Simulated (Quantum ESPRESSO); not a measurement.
# Collinear magnetic orders of CoO with Quantum ESPRESSO

A self-consistent run ends on one state, which hangs on the start. Several orders of CoO are started in Quantum ESPRESSO and their energies compared.

Main program and level: Quantum ESPRESSO 7.5; PBEsol; plane waves with GBRV 1.5 PBEsol potentials, no spin-orbit coupling.

Report form: the programs' logs are mostly left out.

## 1. Starting point

Symmetry: Fm-3m, No. 225, cubic system. Conventional cell: a = 4.263 Å, b = 4.263 Å, c = 4.263 Å, α = 90.00°, β = 90.00°, γ = 90.00°. Co has 6 O at 2.13 Å nearest. Nearest to O lie 6 Co at 2.13 Å. Farther neighbours and most contacts between anions are not listed.

Coordinates:

```cif
data_structure
_symmetry_space_group_name_H-M 'Fm-3m'
_symmetry_Int_Tables_number 225
_cell_length_a 4.2630
_cell_length_b 4.2630
_cell_length_c 4.2630
_cell_angle_alpha 90.000
_cell_angle_beta 90.000
_cell_angle_gamma 90.000
_cell_volume 77.47
loop_
_atom_site_label
_atom_site_type_symbol
_atom_site_symmetry_multiplicity
_atom_site_Wyckoff_symbol
_atom_site_fract_x
_atom_site_fract_y
_atom_site_fract_z
_atom_site_occupancy
Co1 Co 4 a 0.00000 0.00000 0.00000 1
O1 O 4 b 0.50000 0.00000 0.00000 1
```

The cell comes from the Crystallography Open Database.

## 2. Run 1, typed as ferro +

The signs are those of the starting moments on the seeded atoms, the atoms that are given a moment.

Input file pw.in:

```
&CONTROL
  calculation = 'scf'
  prefix = 'pwscf'
  outdir = './tmp'
  pseudo_dir = './pseudo'
  disk_io = 'nowf'
/
&SYSTEM
  ibrav = 0
  nat = 2
  ntyp = 2
  ecutwfc = 40
  ecutrho = 280
  nbnd = 20
  occupations = 'smearing'
  smearing = 'fd'
  degauss = 0.00367493
  nspin = 2
  starting_magnetization(1) = 0.1765
  starting_magnetization(2) = 0
/
&ELECTRONS
  conv_thr = 4d-09
  electron_maxstep = 150
  mixing_beta = 0.3
/
ATOMIC_SPECIES
Co     58.9332 co_pbesol_v1.2.uspp.F.UPF
O      15.9990 o_pbesol_v1.2.uspp.F.UPF
CELL_PARAMETERS angstrom
   0.0000000000    2.1315000000    2.1315000000
   2.1315000000    0.0000000000    2.1315000000
   2.1315000000    2.1315000000    0.0000000000
ATOMIC_POSITIONS crystal
Co      0.0000000000    0.0000000000    0.0000000000
O       0.5000000000    0.5000000000    0.5000000000
K_POINTS automatic
8 8 8 0 0 0
```

The run is started by

```bash
$ OMP_NUM_THREADS=1 mpirun -n 4 pw.x -nk 4 -in pw.in > pw.out
```

Wall time 4.6 s (4 MPI ranks of Arm Neoverse V2, shared host); peak memory 0.25 GiB.

Spin moment in the atom's sphere by atom:

| atom | spin moment in the atom's sphere (μB) |
| --- | --- |
| Co1 | 2.54 |
| O2 | 0.35 |

Read from the output:

- smearing term TS: 0.03102 eV
- magnetization: 2.989 μB
- absolute magnetization: 3.015 μB
- final state: ferromagnetic

## 3. Run 2, typed as antiferro q=(0,0,1/2) +−

This order needs a doubled cell of 4 atoms. The wavevector q is in fractions of the reciprocal vectors of the crystal's primitive cell, as the cells of these inputs are built from it; moments change sign between cells as cos(2π q·R).

Input file pw.in:

```
&CONTROL
  calculation = 'scf'
  prefix = 'pwscf'
  outdir = './tmp'
  pseudo_dir = './pseudo'
  disk_io = 'nowf'
/
&SYSTEM
  ibrav = 0
  nat = 4
  ntyp = 3
  ecutwfc = 40
  ecutrho = 280
  nbnd = 32
  occupations = 'smearing'
  smearing = 'fd'
  degauss = 0.00367493
  nspin = 2
  starting_magnetization(1) = 0.1765
  starting_magnetization(2) = -0.1765
  starting_magnetization(3) = 0
/
&ELECTRONS
  conv_thr = 8d-09
  electron_maxstep = 150
  mixing_beta = 0.3
/
ATOMIC_SPECIES
Co1    58.9332 co_pbesol_v1.2.uspp.F.UPF
Co2    58.9332 co_pbesol_v1.2.uspp.F.UPF
O      15.9990 o_pbesol_v1.2.uspp.F.UPF
CELL_PARAMETERS angstrom
   0.0000000000    2.1315000000    2.1315000000
   2.1315000000    0.0000000000    2.1315000000
   4.2630000000    4.2630000000    0.0000000000
ATOMIC_POSITIONS crystal
Co1     0.0000000000    0.0000000000    0.0000000000
Co2     0.0000000000    0.0000000000    0.5000000000
O       0.5000000000    0.5000000000    0.2500000000
O       0.5000000000    0.5000000000    0.7500000000
K_POINTS automatic
8 8 4 0 0 0
```

Elapsed: 15 s, on 4 MPI ranks; peak memory 0.35 GiB; 61 s of CPU time.

Spin moment in the atom's sphere by atom:

| atom | spin moment in the atom's sphere (μB) |
| --- | --- |
| Co1 | 2.39 |
| Co2 | -2.39 |
| O3 | 0.00 |
| O4 | 0.00 |

Read from the output:

```
smearing term TS       : 0.06140 eV
magnetization          : 0 μB
absolute magnetization : 5.116 μB
final state            : antiferromagnetic
```

## 4. Run 3 (antiferro q=(0,1/2,1/2) +−)

This order needs a doubled cell of 4 atoms.

pw.in: that of step 3 with these lines changed.

```diff
@@ -33,10 +33,10 @@
    0.0000000000    2.1315000000    2.1315000000
-   2.1315000000    0.0000000000    2.1315000000
-   4.2630000000    4.2630000000    0.0000000000
+   4.2630000000    0.0000000000    4.2630000000
+   4.2630000000    2.1315000000    2.1315000000
 ATOMIC_POSITIONS crystal
 Co1     0.0000000000    0.0000000000    0.0000000000
-Co2     0.0000000000    0.0000000000    0.5000000000
-O       0.5000000000    0.5000000000    0.2500000000
-O       0.5000000000    0.5000000000    0.7500000000
+Co2     0.0000000000    0.5000000000    0.0000000000
+O       0.5000000000    0.0000000000    0.5000000000
+O       0.5000000000    0.5000000000    0.5000000000
 K_POINTS automatic
-8 8 4 0 0 0
+8 4 8 0 0 0
```

The job ended after 25 s (4 MPI ranks; peak memory 0.4 GiB; 1.7 min of CPU time).

Spin moment in the atom's sphere by atom:

| atom | spin moment in the atom's sphere (μB) |
| --- | --- |
| Co1 | 2.37 |
| Co2 | -2.37 |
| O3 | -0.11 |
| O4 | 0.11 |

This step gave:

```
smearing term TS       : 0.07340 eV
magnetization          : 0 μB
absolute magnetization : 5.221 μB
final state            : antiferromagnetic
```

## 5. Run 4 (no spin polarisation)

Input file pw.in:

```
&CONTROL
  calculation = 'scf'
  prefix = 'pwscf'
  outdir = './tmp'
  pseudo_dir = './pseudo'
  disk_io = 'nowf'
/
&SYSTEM
  ibrav = 0
  nat = 2
  ntyp = 2
  ecutwfc = 40
  ecutrho = 280
  nbnd = 18
  occupations = 'smearing'
  smearing = 'fd'
  degauss = 0.00367493
/
&ELECTRONS
  conv_thr = 4d-09
  electron_maxstep = 150
  mixing_beta = 0.3
/
ATOMIC_SPECIES
Co     58.9332 co_pbesol_v1.2.uspp.F.UPF
O      15.9990 o_pbesol_v1.2.uspp.F.UPF
CELL_PARAMETERS angstrom
   0.0000000000    2.1315000000    2.1315000000
   2.1315000000    0.0000000000    2.1315000000
   2.1315000000    2.1315000000    0.0000000000
ATOMIC_POSITIONS crystal
Co      0.0000000000    0.0000000000    0.0000000000
O       0.5000000000    0.5000000000    0.5000000000
K_POINTS automatic
8 8 8 0 0 0
```

It took 2.2 s on 4 MPI ranks; peak memory 0.23 GiB.

This step gave:

```yaml
smearing_term_ts: 0.03198 eV
final_state: non-magnetic (no spin polarisation)
```

## 6. Energies of the orders

An order is kept where moments of 0.15 μB or more survive with the typed signs; meshes match where a doubled cell samples the same k points as the first cell.

Orders:

| start | final state | typed order kept | energy over the lowest (meV a seeded atom) | largest site moment (μB) | net moment (μB a cell of the first run) | mesh matched | CPU time (s) |
| --- | --- | --- | --- | --- | --- | --- | --- |
| ferro + | ferromagnetic | yes | 129.4 | 2.539 | 2.989 | yes | 18.03 |
| antiferro q=(0,0,1/2) +- | antiferromagnetic | yes | 0 | 2.387 | 0 | yes | 61.47 |
| antiferro q=(0,1/2,1/2) +- | antiferromagnetic | yes | 237.2 | 2.374 | 0 | yes | 100.5 |
| no spin polarisation | non-magnetic | - | 643.8 | 0 | 0 | yes | 8.52 |

## 7. Couplings from the energies

E = −Σ J e·e over ordered pairs of unit vectors, so each pair counts twice. As many shells are taken as there are differences of energy, so the couplings are solved for and no residual tests the model; further shells are folded in, and shells whose pairs keep their relative signs in all orders cancel and are not probed. Couplings from the energies:

| pair | distance (Å) | neighbours an atom | J (meV) |
| --- | --- | --- | --- |
| Co-Co | 3.014 | 12 | 6.736 |
| Co-Co | 4.263 | 6 | -17.52 |

## 8. The lowest state again, with its states saved

Input file pw.in:

```
&CONTROL
  calculation = 'scf'
  prefix = 'pwscf'
  outdir = './tmp'
  pseudo_dir = './pseudo'
  disk_io = 'low'
/
&SYSTEM
  ibrav = 0
  celldm(1) = 8
  nat = 4
  ntyp = 3
  ecutwfc = 40
  ecutrho = 280
  nbnd = 36
  occupations = 'smearing'
  smearing = 'fd'
  degauss = 0.00367493
  nspin = 2
  starting_magnetization(1) = 0.1765
  starting_magnetization(2) = -0.1765
  starting_magnetization(3) = 0
/
&ELECTRONS
  conv_thr = 8d-09
  electron_maxstep = 150
  mixing_beta = 0.3
/
ATOMIC_SPECIES
Co1    58.9332 co_pbesol_v1.2.uspp.F.UPF
Co2    58.9332 co_pbesol_v1.2.uspp.F.UPF
O      15.9990 o_pbesol_v1.2.uspp.F.UPF
CELL_PARAMETERS alat
   0.0000000000000    0.5034939043300    0.5034939043300
   0.5034939043300    0.0000000000000    0.5034939043300
   1.0069878086600    1.0069878086600    0.0000000000000
ATOMIC_POSITIONS crystal
Co1     0.0000000000    0.0000000000    0.0000000000
Co2     0.0000000000    0.0000000000    0.5000000000
O       0.5000000000    0.5000000000    0.2500000000
O       0.5000000000    0.5000000000    0.7500000000
K_POINTS automatic
8 8 4 0 0 0
```

It took 17 s on 4 MPI ranks; peak memory 0.35 GiB.

Numbers from this step:

```yaml
smearing_term_ts: 0.06140 eV
magnetization: 0 μB
absolute_magnetization: 5.116 μB
final_state: antiferromagnetic
largest_moment: 2.387 μB
```

## 9. Projections on atomic orbitals

projwfc.x projects the saved states on orthogonalised atomic orbitals of the pseudopotential files.

The job ended after 1.5 s (4 MPI ranks; peak memory 0.06 GiB; 5.9 s of CPU time).

| atom | moment in the sphere (μB) | Löwdin moment (μB) | Löwdin charge (e) |
| --- | --- | --- | --- |
| Co1 | 2.387 | 2.444 | 16.655 |
| Co2 | -2.387 | -2.444 | 16.655 |
| O3 | 0.000 | 0.000 | 6.303 |
| O4 | 0.000 | 0.000 | 6.303 |

## 10. Summary of results

```
lowest state found                                                     : antiferromagnetic (from antiferro q=(0,0,1/2) +-)
largest site moment                                                    : 2.39 μB
next state with moments                                                : ferromagnetic, 129 meV a seeded atom higher
state without moments                                                  : 644 meV a seeded atom higher
J of the weightiest shell (Co-Co, 4.26 Å; E = −Σ J e·e, ordered pairs) : -17.5 meV
```

In words: The largest moment changes by 6.5 % between the kept orders, a modest change. The largest moment reads 2.39 μB in the sphere and 2.44 μB by Löwdin projection; a site moment hangs on how space is shared out. Only these 4 starts were compared; other wavevectors, canted and longer-period orders were not. No Hubbard term acts here. In such compounds local and semilocal functionals without one often delocalise the d electrons, and can shrink or lose moments and miss the size, sign and order of the couplings. The smearing term is large for its width, so states at the Fermi level are partly filled: at this level the cell is a metal or has a gap of a few widths at most.

[Logs and program files are shortened in this print: banners, set-up blocks, solver, clock and traceback lines can be left out without a mark of their own.]

[Logs are printed without paths, hosts, clocks, repeated set-up lines and the standing remarks that a program may print on its own settings, such as how far it seeks lower states.]

[Hosts, paths, dates, database ids (printed as entryN), source tags and the programs' standing remarks are cut or masked in the printed files.]

[Where a cell is said to come from a database of computed structures, the database is the Materials Project.]
